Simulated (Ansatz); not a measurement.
**How Ag(100) screens a field**

Aim: image plane and induced charge of Ag(100).

Calculated with Ansatz 0.2.0; plane-wave DFT, PBE, Ansatz PAW.

## 1. Starting point

The cell holds 7 atoms: 7 Ag. Its edges and angles: a = 2.892 Å, b = 2.892 Å, c = 30.270 Å, α = 90.0°, β = 90.0°, γ = 90.0°. Vacuum lies along c.

## 2. Single point, field 0

A sawtooth potential applies the field, turning back in the middle of the vacuum. With the dipole correction the typed value is the field outside the slab. The induced dipole is small, so the SCF threshold is tight.

File input.yaml:

```yaml
crystal:
  lattice:
    - [2.8920667351, 0.0, 0.0]
    - [0.0, 2.8920667351, 0.0]
    - [0.0, 0.0, 30.27]
  atoms:
    - { symbol: Ag, position: [0.0, 0.0, 0.2973240833] }
    - { symbol: Ag, position: [0.5, 0.5, 0.3648827222] }
    - { symbol: Ag, position: [0.0, 0.0, 0.4324413611] }
    - { symbol: Ag, position: [0.5, 0.5, 0.5] }
    - { symbol: Ag, position: [0.0, 0.0, 0.5675586389] }
    - { symbol: Ag, position: [0.5, 0.5, 0.6351172778] }
    - { symbol: Ag, position: [0.0, 0.0, 0.7026759167] }
kpoints:
  mp_grid: { grid: [18, 18, 1] }
hamiltonian:
  xc: pbe
scf:
  occupations: { method: fermi_dirac, width: 0.1 }
  convergence: { dr2_threshold: 1.0e-10 }
efield:
  axis: 3
  dipole_correction: true
  ramp_position: 0.97
  ramp_width: 0.06
  amplitude: 0
output:
  forces: true
  write_potential: true
  write_density: true
  volumetric_format: npy
```

On the command line:

```bash
> ansatz run input.yaml --threads 4 --pin off --max-ram 6144MiB --backend cpu --events-out ev --progress --plain --runs-dir out
```

What it wrote:

```text
Engine: ansatz 0.2.0, aarch64-unknown-linux-gnu
Pseudopotentials: kind: paw
Pseudopotential: Ag, paw, valence charge 19, recommended cutoff 420 eV (normal), Ag.paw.azcp
Functional definition: PBE
  parameter kappa = 0.804
  parameter beta = 0.066725
  exchange = pbe_x(kappa = kappa, mu = beta*pi^2/3)
  correlation = pbe_c(beta = beta)
Crystal: 7 atoms, lattice volume = 253.180 Å³
Basis set: ecut = 420 eV, 4929 PW (Γ), exchange–correlation on 40×40×432 points (8 copies of the dense FFT grid, shifted against one another)
Bands: 80, of which v1, the nominal top of the filled ones, is band 67 counted from 1 (66 counted from 0)
Symmetry: 8 space group operations
k-points: 55 of 324
Non-local potential: Ag, projectors of the file, l = 0: 3, l = 1: 2, l = 2: 2, l = 3: 1
PAW form: soft (Blöchl's): semilocal exchange-correlation on the pseudo side does not see the compensation charge
PAW one-centre angular grid: Ag, 590 points (default); XC on 64 Gauss nodes
Initial density: superposition of atomic densities (neutral atoms: chi_scale 0, normalization atom), corrected by the library's trained network
Initial wavefunctions: pseudopotential atomic-orbital guess
Functional: x = pbe(κ = 0.804, μ = 0.219515), c = pbe(β = 0.066725)
SCF iter   1: F=—  HF=-53132.998618 eV  |F-HF|=—  |Δ(HF+E_count)|=         —  Δρ=1.27e-3  dr2=9.91e-2  ethr=1.77e-3  p=0.000 e·Å  D=1.39e-13 V/Å  ΔV_dip=-0.00 eV  dr2_dipole=2.19e-9  V_vac-E_F(+/−)=4.15/4.15 eV  ⟨swp⟩=7.2  Hψ=17379  notcnv=0  defer=87
efield: sawtooth ramp at fractional position 0.9700 (set: `efield.ramp_position`, or a place that a band, a saddle search or an elastic batch's reference lends), width 0.0600; the density the first Hamiltonian is built on has a dipole p = 0.000 e·Å; the dipole correction subtracts the counter field D = 1.39e-13 V/Å, which shifts the + side's vacuum level by -0.00 eV against the − side's; the planar-averaged density in the ramp window peaks in size at 4.4e-6 e/Å³
preconditioner: auto → LDOS  [metal: Δε(μ)=0.054 eV  Ē_g=9.462 eV  σ=0.100 eV  W_gap=0.13  n_scr=66 (ndim 8)  ℏωp=20.5 eV  f_vac=0.495  D(μ)=2.01/eV (n_scr^D=10)  β→1.0]
SCF iter   2: F=—  HF=-53132.999907 eV  |F-HF|=—  |Δ(HF+E_count)|=   1.29e-3  Δρ=7.71e-4  dr2=1.92e-3  ethr=7.45e-5  p=-0.000 e·Å  D=-7.86e-7 V/Å  ΔV_dip=0.00 eV  dr2_dipole=6.41e-9  V_vac-E_F(+/−)=4.29/4.29 eV  ⟨swp⟩=2.1  Hψ=6799  notcnv=0  defer=197
SCF iter   3: F=—  HF=-53133.000039 eV  |F-HF|=—  |Δ(HF+E_count)|=   1.31e-4  Δρ=6.70e-4  dr2=1.24e-3  ethr=1.44e-6  p=0.000 e·Å  D=1.46e-6 V/Å  ΔV_dip=-0.00 eV  dr2_dipole=1.60e-11  V_vac-E_F(+/−)=4.28/4.28 eV  ⟨swp⟩=2.3  Hψ=7914  notcnv=0  defer=197
SCF iter   4: F=—  HF=-53132.999776 eV  |F-HF|=—  |Δ(HF+E_count)|=   2.63e-4  Δρ=1.11e-4  dr2=9.23e-5  ethr=9.29e-7  p=-0.000 e·Å  D=-6.83e-7 V/Å  ΔV_dip=0.00 eV  dr2_dipole=5.67e-12  V_vac-E_F(+/−)=4.29/4.29 eV  ⟨swp⟩=2.0  Hψ=6122  notcnv=0  defer=197
SCF iter   5: F=—  HF=-53132.999797 eV  |F-HF|=—  |Δ(HF+E_count)|=   2.10e-5  Δρ=2.54e-5  dr2=2.73e-6  ethr=6.94e-8  p=-0.000 e·Å  D=-1.67e-7 V/Å  ΔV_dip=0.00 eV  dr2_dipole=3.98e-12  V_vac-E_F(+/−)=4.29/4.29 eV  ⟨swp⟩=2.0  Hψ=6123  notcnv=0  defer=197
SCF iter   6: F=—  HF=-53132.999750 eV  |F-HF|=—  |Δ(HF+E_count)|=   4.62e-5  Δρ=7.14e-6  dr2=1.79e-7  ethr=2.05e-9  p=-0.000 e·Å  D=-1.42e-7 V/Å  ΔV_dip=0.00 eV  dr2_dipole=1.12e-13  V_vac-E_F(+/−)=4.29/4.29 eV  ⟨swp⟩=2.1  Hψ=7499  notcnv=0  defer=197
SCF iter   7: F=—  HF=-53132.999750 eV  |F-HF|=—  |Δ(HF+E_count)|=   8.85e-9  Δρ=2.37e-6  dr2=1.51e-8  ethr=1.34e-10  p=-0.000 e·Å  D=-5.94e-8 V/Å  ΔV_dip=0.00 eV  dr2_dipole=3.80e-14  V_vac-E_F(+/−)=4.29/4.29 eV  ⟨swp⟩=2.1  Hψ=6359  notcnv=0  defer=197
SCF iter   8: F=—  HF=-53132.999750 eV  |F-HF|=—  |Δ(HF+E_count)|=   1.72e-8  Δρ=9.18e-7  dr2=2.31e-9  ethr=1.14e-11  p=-0.000 e·Å  D=-1.94e-8 V/Å  ΔV_dip=0.00 eV  dr2_dipole=3.39e-13  V_vac-E_F(+/−)=4.29/4.29 eV  ⟨swp⟩=2.1  Hψ=6506  notcnv=0  defer=197
SCF iter   9: F=—  HF=-53132.999750 eV  |F-HF|=—  |Δ(HF+E_count)|=   1.44e-9  Δρ=2.81e-7  dr2=1.54e-10  ethr=1.74e-12  p=-0.000 e·Å  D=-8.90e-9 V/Å  ΔV_dip=0.00 eV  dr2_dipole=3.76e-14  V_vac-E_F(+/−)=4.29/4.29 eV  ⟨swp⟩=2.2  Hψ=6633  notcnv=0  defer=197
SCF iter  10: F=-53132.999750 eV  HF=-53132.999750 eV  |F-HF|=2.26e-10  |Δ(HF+E_count)|=  5.82e-10  Δρ=1.03e-7  dr2=2.48e-11  ethr=1.00e-12  p=-0.000 e·Å  D=-3.97e-9 V/Å  ΔV_dip=0.00 eV  dr2_dipole=1.14e-16  V_vac-E_F(+/−)=4.29/4.29 eV  ⟨swp⟩=16.0  Hψ=26990  notcnv=0
SCF 1 converged in 10 iterations: F = -53132.999750 eV  dr2 = 2.48e-11
  greatest PAW one-centre occupation: 1.000 electrons in one spin orbital (limit 2), on the Ag atom at site 4 (counted from 0), in its partial waves of l = 0
WARN: The output density's exchange-correlation potential varies sharply where the density is thin. Do not read a vacuum level from v_tot or v_xc, or from such a field of the output density. On a cell that repeats whose density bears no net charge and no dipole along the vacuum's axis use v_es (v_loc + v_h of the components); under efield.dipole_correction with no amplitude use v_es + v_field, which holds any externa [...]
SCF converged after 10 iterations
Free energy (F): -53132.999750 eV
Harris-Foulkes:  -53132.999750 eV  (|F-HF|=2.26e-10)
Internal energy: -53132.936150 eV  (E = F + TS)
E sigma→0 (E₀):  -53132.967950 eV
Entropy (-TS):   -0.063600 eV (-9.086 meV/atom)
Fermi energy:    5.944972 eV
Dipole field:    D = -0.000000 V/Å  (p = -0.000000 e·Å, saw-weighted, corrected)
Work function:   Φ+ = 4.2902 eV   Φ− = 4.2902 eV
Levels:          The Fermi level and band energies are counted from a zero that moves with the ramp; work functions are not
--- Per-component energies (eV) ---
  E_band       = -3145.686177
  E_kinetic    = 3691.830386
  E_local      = -287141.018768  (includes V_loc(G=0)·N_el)
  E_nonlocal   = 560.731167
  E_hartree    = 142134.083800
  E_xc         = -1293.144500
  E_vxc        = -1642.902699  (∫ρ·V_xc dr)
  E_paw        = -27315.138868  (= ΣΔE_a)
  E_vpaw       = -2882.496682  (= ΣTr[D̂ρ^β])
  E_aug_tail   = 0.002286  (compensation charges beyond the density's cutoff)
  E_efield     = 0.000000  (sawtooth field / dipole correction)
  E_vefield    = 0.000000  (∫n·V_field dr)
  E_ewald      = 116229.718348
  E_smearing   = -0.063600  (= −TS)
  E_closure    = 0.000000  (closes the sum)
  Σ components = -53132.999750   (vs F -53132.999750, Δ=0.00e0)
--- Forces (eV/Å), atoms counted from 1 ---
  atom   1  Ag    -0.00000000     0.00000000    -0.10253989
  atom   2  Ag     0.00000000     0.00000000    -0.12813687
  atom   3  Ag    -0.00000000     0.00000000    -0.00084113
  atom   4  Ag     0.00000000     0.00000000    -0.00000000
  atom   5  Ag     0.00000000     0.00000000     0.00084112
  atom   6  Ag     0.00000000     0.00000000     0.12813688
  atom   7  Ag    -0.00000000     0.00000000     0.10253990
  max |Σ_I F_I| component: 1.27e-8 eV/Å
--- Band table (eV; the first three rows and the last of 55) ---
  k-point 0: bands = [... 63 lower, 2.9626, 2.9813, 3.1282, 3.1282, 3.4713, 5.0510, 6.5577, 7.3684, ... 9 higher]
  k-point 1: bands = [... 63 lower, 2.9543, 2.9866, 3.0294, 3.1298, 3.6435, 5.1773, 6.6723, 7.5119, ... 9 higher]
  k-point 2: bands = [... 63 lower, 2.8983, 2.9450, 3.0368, 3.1201, 3.9882, 5.5023, 6.9908, 7.9092, ... 9 higher]
  k-point 54: bands = [... 63 lower, 7.9011, 7.9011, 8.8707, 8.8707, 10.1776, 10.1776, 11.6594, 11.6594, ... 9 higher]
```

Run time: 64 s. Hardware: 4 threads of Arm Neoverse N1, shared host; peak memory 1.1 GiB.

Reading the cycles: dr2 is the Hartree energy of the density residual (eV), the measure of convergence; HF is the Harris–Foulkes estimate of the energy, which meets the free energy F at convergence.

This step gave:

```yaml
energy_at_zero_smearing: -53132.9680 eV
work_function_upper_face: 4.290 eV
dipole_along_the_normal: -2.34e-8 e·Å
```

Running mean over 2.045 Å of the planar mean; the ramp of the sawtooth is left out. Electron's electrostatic potential energy less the Fermi level against z:

```csv
z (Å),electron's electrostatic potential energy less the Fermi level (eV)
4,4.29
5,4.29
6,4.24
7,3.68
8,-1.21
9,-5.63
10,-5.97
11,-6.06
12,-6.04
13,-6.03
14,-6.04
15,-6.05
16,-6.05
17,-6.04
18,-6.04
19,-6.06
20,-6.00
21,-5.83
22,-3.01
23,3.01
24,4.19
25,4.28
26,4.29
27,4.29
```

Force by atom:

```csv
atom,x (eV/Å),y (eV/Å),z (eV/Å),size
Ag1,0.000,0.000,-0.103,0.103
Ag2,0.000,0.000,-0.128,0.128
Ag3,0.000,0.000,-0.001,0.001
Ag4,0.000,0.000,0.000,0.000
Ag5,0.000,0.000,0.001,0.001
Ag6,0.000,0.000,0.128,0.128
Ag7,0.000,0.000,0.103,0.103
```

The work function of the upper face is 4.29 eV.

## 3. Atoms held, field 0.05 V/Å

Changes to input.yaml since step 2:

```diff
@@ -25,3 +25,3 @@
   ramp_width: 0.06
-  amplitude: 0
+  amplitude: 0.05
 output:
```

What it wrote:

```text
[...]
Crystal: 7 atoms, lattice volume = 253.180 Å³
Basis set: ecut = 420 eV, 4929 PW (Γ), exchange–correlation on 40×40×432 points (8 copies of the dense FFT grid, shifted against one another)
Bands: 80, of which v1, the nominal top of the filled ones, is band 67 counted from 1 (66 counted from 0)
Symmetry: 8 space group operations
k-points: 55 of 324
[...]
k-point 0: bands = [... 63 lower, 2.9624, 2.9812, 3.1280, 3.1280, 3.4711, 5.0508, 6.5574, 7.3683, ... 9 higher]
  k-point 1: bands = [... 63 lower, 2.9542, 2.9865, 3.0292, 3.1296, 3.6433, 5.1771, 6.6719, 7.5118, ... 9 higher]
  k-point 2: bands = [... 63 lower, 2.8982, 2.9448, 3.0366, 3.1199, 3.9880, 5.5020, 6.9904, 7.9090, ... 9 higher]
  k-point 54: bands = [... 63 lower, 7.9010, 7.9010, 8.8705, 8.8705, 10.1775, 10.1775, 11.6593, 11.6593, ... 9 higher]
[key lines of the parts left out:]
SCF converged after 12 iterations
Free energy (F): -53133.000641 eV
Fermi energy:    5.944794 eV
Dipole field:    D = 0.025466 V/Å  (p = 0.035631 e·Å, saw-weighted, corrected)
```

Elapsed: 73 s, on 4 threads; peak memory 1.1 GiB; 4.8 min of CPU time.

The dipole is 0.0356 e·Å.

## 4. Single point, field -0.05 V/Å

Changes to input.yaml since step 3:

```diff
@@ -25,3 +25,3 @@
   ramp_width: 0.06
-  amplitude: 0.05
+  amplitude: -0.05
 output:
```

What it wrote:

```text
[...]
Crystal: 7 atoms, lattice volume = 253.180 Å³
Basis set: ecut = 420 eV, 4929 PW (Γ), exchange–correlation on 40×40×432 points (8 copies of the dense FFT grid, shifted against one another)
Bands: 80, of which v1, the nominal top of the filled ones, is band 67 counted from 1 (66 counted from 0)
Symmetry: 8 space group operations
k-points: 55 of 324
[...]
k-point 0: bands = [... 63 lower, 2.9624, 2.9812, 3.1280, 3.1280, 3.4711, 5.0508, 6.5574, 7.3683, ... 9 higher]
  k-point 1: bands = [... 63 lower, 2.9542, 2.9865, 3.0292, 3.1296, 3.6433, 5.1771, 6.6719, 7.5118, ... 9 higher]
  k-point 2: bands = [... 63 lower, 2.8982, 2.9448, 3.0366, 3.1199, 3.9880, 5.5020, 6.9904, 7.9090, ... 9 higher]
  k-point 54: bands = [... 63 lower, 7.9010, 7.9010, 8.8705, 8.8705, 10.1775, 10.1775, 11.6593, 11.6593, ... 9 higher]
[key lines of the parts left out:]
SCF converged after 12 iterations
Free energy (F): -53133.000641 eV
Fermi energy:    5.944794 eV
Dipole field:    D = -0.025467 V/Å  (p = -0.035632 e·Å, saw-weighted, corrected)
```

It took 74 s on 4 threads; peak memory 1.1 GiB.

The dipole is -0.0356 e·Å.

## 5. Single point, field 0.1 V/Å

Changes to input.yaml since step 4:

```diff
@@ -25,3 +25,3 @@
   ramp_width: 0.06
-  amplitude: -0.05
+  amplitude: 0.1
 output:
```

What it wrote:

```text
[...]
Crystal: 7 atoms, lattice volume = 253.180 Å³
Basis set: ecut = 420 eV, 4929 PW (Γ), exchange–correlation on 40×40×432 points (8 copies of the dense FFT grid, shifted against one another)
Bands: 80, of which v1, the nominal top of the filled ones, is band 67 counted from 1 (66 counted from 0)
Symmetry: 8 space group operations
k-points: 55 of 324
[...]
k-point 0: bands = [... 63 lower, 2.9618, 2.9808, 3.1275, 3.1275, 3.4706, 5.0502, 6.5563, 7.3680, ... 9 higher]
  k-point 1: bands = [... 63 lower, 2.9538, 2.9860, 3.0288, 3.1291, 3.6428, 5.1765, 6.6708, 7.5114, ... 9 higher]
  k-point 2: bands = [... 63 lower, 2.8978, 2.9443, 3.0361, 3.1194, 3.9875, 5.5014, 6.9894, 7.9084, ... 9 higher]
  k-point 54: bands = [... 63 lower, 7.9005, 7.9005, 8.8700, 8.8700, 10.1770, 10.1770, 11.6588, 11.6588, ... 9 higher]
[key lines of the parts left out:]
SCF converged after 12 iterations
Free energy (F): -53133.003314 eV
Fermi energy:    5.944276 eV
Dipole field:    D = 0.050935 V/Å  (p = 0.071266 e·Å, saw-weighted, corrected)
```

It took 74 s on 4 threads; peak memory 1.1 GiB; 4.9 min of CPU time.

The dipole is 0.0713 e·Å.

## 6. Atoms held, field -0.1 V/Å

Changes to input.yaml since step 5:

```diff
@@ -25,3 +25,3 @@
   ramp_width: 0.06
-  amplitude: 0.1
+  amplitude: -0.1
 output:
```

What it wrote:

```text
[...]
Crystal: 7 atoms, lattice volume = 253.180 Å³
Basis set: ecut = 420 eV, 4929 PW (Γ), exchange–correlation on 40×40×432 points (8 copies of the dense FFT grid, shifted against one another)
Bands: 80, of which v1, the nominal top of the filled ones, is band 67 counted from 1 (66 counted from 0)
Symmetry: 8 space group operations
k-points: 55 of 324
[...]
k-point 0: bands = [... 63 lower, 2.9618, 2.9808, 3.1275, 3.1275, 3.4706, 5.0502, 6.5563, 7.3680, ... 9 higher]
  k-point 1: bands = [... 63 lower, 2.9538, 2.9860, 3.0288, 3.1291, 3.6428, 5.1765, 6.6708, 7.5114, ... 9 higher]
  k-point 2: bands = [... 63 lower, 2.8978, 2.9443, 3.0361, 3.1194, 3.9875, 5.5014, 6.9894, 7.9084, ... 9 higher]
  k-point 54: bands = [... 63 lower, 7.9005, 7.9005, 8.8700, 8.8700, 10.1770, 10.1770, 11.6588, 11.6588, ... 9 higher]
[key lines of the parts left out:]
SCF converged after 12 iterations
Free energy (F): -53133.003314 eV
Fermi energy:    5.944277 eV
Dipole field:    D = -0.050935 V/Å  (p = -0.071266 e·Å, saw-weighted, corrected)
```

Wall time 73 s (4 threads); peak memory 1.1 GiB; 4.8 min of CPU time.

The dipole is -0.0713 e·Å.

## 7. Single point, field 0.2 V/Å

Changes to input.yaml since step 6:

```diff
@@ -25,3 +25,3 @@
   ramp_width: 0.06
-  amplitude: -0.1
+  amplitude: 0.2
 output:
```

What it wrote:

```text
[...]
Crystal: 7 atoms, lattice volume = 253.180 Å³
Basis set: ecut = 420 eV, 4929 PW (Γ), exchange–correlation on 40×40×432 points (8 copies of the dense FFT grid, shifted against one another)
Bands: 80, of which v1, the nominal top of the filled ones, is band 67 counted from 1 (66 counted from 0)
Symmetry: 8 space group operations
k-points: 55 of 324
[...]
k-point 0: bands = [... 63 lower, 2.9595, 2.9792, 3.1255, 3.1255, 3.4686, 5.0478, 6.5520, 7.3666, ... 9 higher]
  k-point 1: bands = [... 63 lower, 2.9521, 2.9840, 3.0268, 3.1271, 3.6408, 5.1740, 6.6665, 7.5098, ... 9 higher]
  k-point 2: bands = [... 63 lower, 2.8962, 2.9424, 3.0341, 3.1174, 3.9855, 5.4990, 6.9852, 7.9060, ... 9 higher]
  k-point 54: bands = [... 63 lower, 7.8984, 7.8984, 8.8681, 8.8681, 10.1750, 10.1750, 11.6568, 11.6568, ... 9 higher]
[key lines of the parts left out:]
SCF converged after 12 iterations
Free energy (F): -53133.014004 eV
Fermi energy:    5.942196 eV
Dipole field:    D = 0.101887 V/Å  (p = 0.142556 e·Å, saw-weighted, corrected)
```

Run time: 73 s. Hardware: 4 threads; peak memory 1.1 GiB.

The dipole is 0.143 e·Å.

## 8. Single point, field -0.2 V/Å

Changes to input.yaml since step 7:

```diff
@@ -25,3 +25,3 @@
   ramp_width: 0.06
-  amplitude: 0.2
+  amplitude: -0.2
 output:
```

What it wrote:

```text
[...]
Crystal: 7 atoms, lattice volume = 253.180 Å³
Basis set: ecut = 420 eV, 4929 PW (Γ), exchange–correlation on 40×40×432 points (8 copies of the dense FFT grid, shifted against one another)
Bands: 80, of which v1, the nominal top of the filled ones, is band 67 counted from 1 (66 counted from 0)
Symmetry: 8 space group operations
k-points: 55 of 324
[...]
k-point 0: bands = [... 63 lower, 2.9595, 2.9792, 3.1255, 3.1255, 3.4686, 5.0478, 6.5520, 7.3666, ... 9 higher]
  k-point 1: bands = [... 63 lower, 2.9521, 2.9840, 3.0268, 3.1271, 3.6408, 5.1740, 6.6665, 7.5098, ... 9 higher]
  k-point 2: bands = [... 63 lower, 2.8962, 2.9424, 3.0341, 3.1174, 3.9855, 5.4990, 6.9852, 7.9060, ... 9 higher]
  k-point 54: bands = [... 63 lower, 7.8984, 7.8984, 8.8681, 8.8681, 10.1750, 10.1750, 11.6568, 11.6568, ... 9 higher]
[key lines of the parts left out:]
SCF converged after 12 iterations
Free energy (F): -53133.014004 eV
Fermi energy:    5.942196 eV
Dipole field:    D = -0.101887 V/Å  (p = -0.142557 e·Å, saw-weighted, corrected)
```

Run time: 74 s. Hardware: 4 threads; peak memory 1.1 GiB; 4.9 min of CPU time.

The dipole is -0.143 e·Å.

## 9. Single point, field 0.4 V/Å

Changes to input.yaml since step 8:

```diff
@@ -25,3 +25,3 @@
   ramp_width: 0.06
-  amplitude: -0.2
+  amplitude: 0.4
 output:
@@ -31 +31,2 @@
   volumetric_format: npy
+  elf: true
```

What it wrote:

```text
[...]
Crystal: 7 atoms, lattice volume = 253.180 Å³
Basis set: ecut = 420 eV, 4929 PW (Γ), exchange–correlation on 40×40×432 points (8 copies of the dense FFT grid, shifted against one another)
Bands: 80, of which v1, the nominal top of the filled ones, is band 67 counted from 1 (66 counted from 0)
Symmetry: 8 space group operations
k-points: 55 of 324
[...]
k-point 0: bands = [... 63 lower, 2.9502, 2.9726, 3.1173, 3.1173, 3.4603, 5.0379, 6.5340, 7.3603, ... 9 higher]
  k-point 1: bands = [... 63 lower, 2.9454, 2.9759, 3.0186, 3.1190, 3.6325, 5.1641, 6.6488, 7.5022, ... 9 higher]
  k-point 2: bands = [... 63 lower, 2.8894, 2.9345, 3.0259, 3.1093, 3.9772, 5.4889, 6.9675, 7.8942, ... 9 higher]
  k-point 54: bands = [... 63 lower, 7.8901, 7.8901, 8.8600, 8.8600, 10.1671, 10.1671, 11.6488, 11.6488, ... 9 higher]
[key lines of the parts left out:]
SCF converged after 12 iterations
Free energy (F): -53133.056786 eV
Fermi energy:    5.933696 eV
Dipole field:    D = 0.203918 V/Å  (p = 0.285314 e·Å, saw-weighted, corrected)
```

It took 76 s on 4 threads; peak memory 1.1 GiB; 5 min of CPU time.

Running mean over 2.045 Å of the planar mean, with the applied field; the ramp of the sawtooth is left out. Electron's electrostatic potential energy less the Fermi level against z:

```csv
z (Å),electron's electrostatic potential energy less the Fermi level (eV)
4,2.95
5,3.34
6,3.68
7,3.45
8,-1.25
9,-5.64
10,-5.98
11,-6.06
12,-6.05
13,-6.03
14,-6.05
15,-6.05
16,-6.05
17,-6.03
18,-6.04
19,-6.06
20,-5.99
21,-5.82
22,-2.98
23,3.19
24,4.70
25,5.17
26,5.57
27,5.97
```

The dipole is 0.285 e·Å.

[end of part 1 of 2]

[Long decimals in the printed logs are rounded to 6 places.]

[Logs are printed without paths, hosts, clocks, repeated set-up lines and the standing remarks that a program may print on its own settings, such as how far it seeks lower states.]

[Hosts, paths, dates, database ids (printed as entryN), source tags and the programs' standing remarks are cut or masked in the printed files.]

[Maps of the electrostatic potential energy from Ansatz leave out the sawtooth potential of an applied field or a dipole correction, so their vacuum need not be flat; planar profiles and work functions include it.]
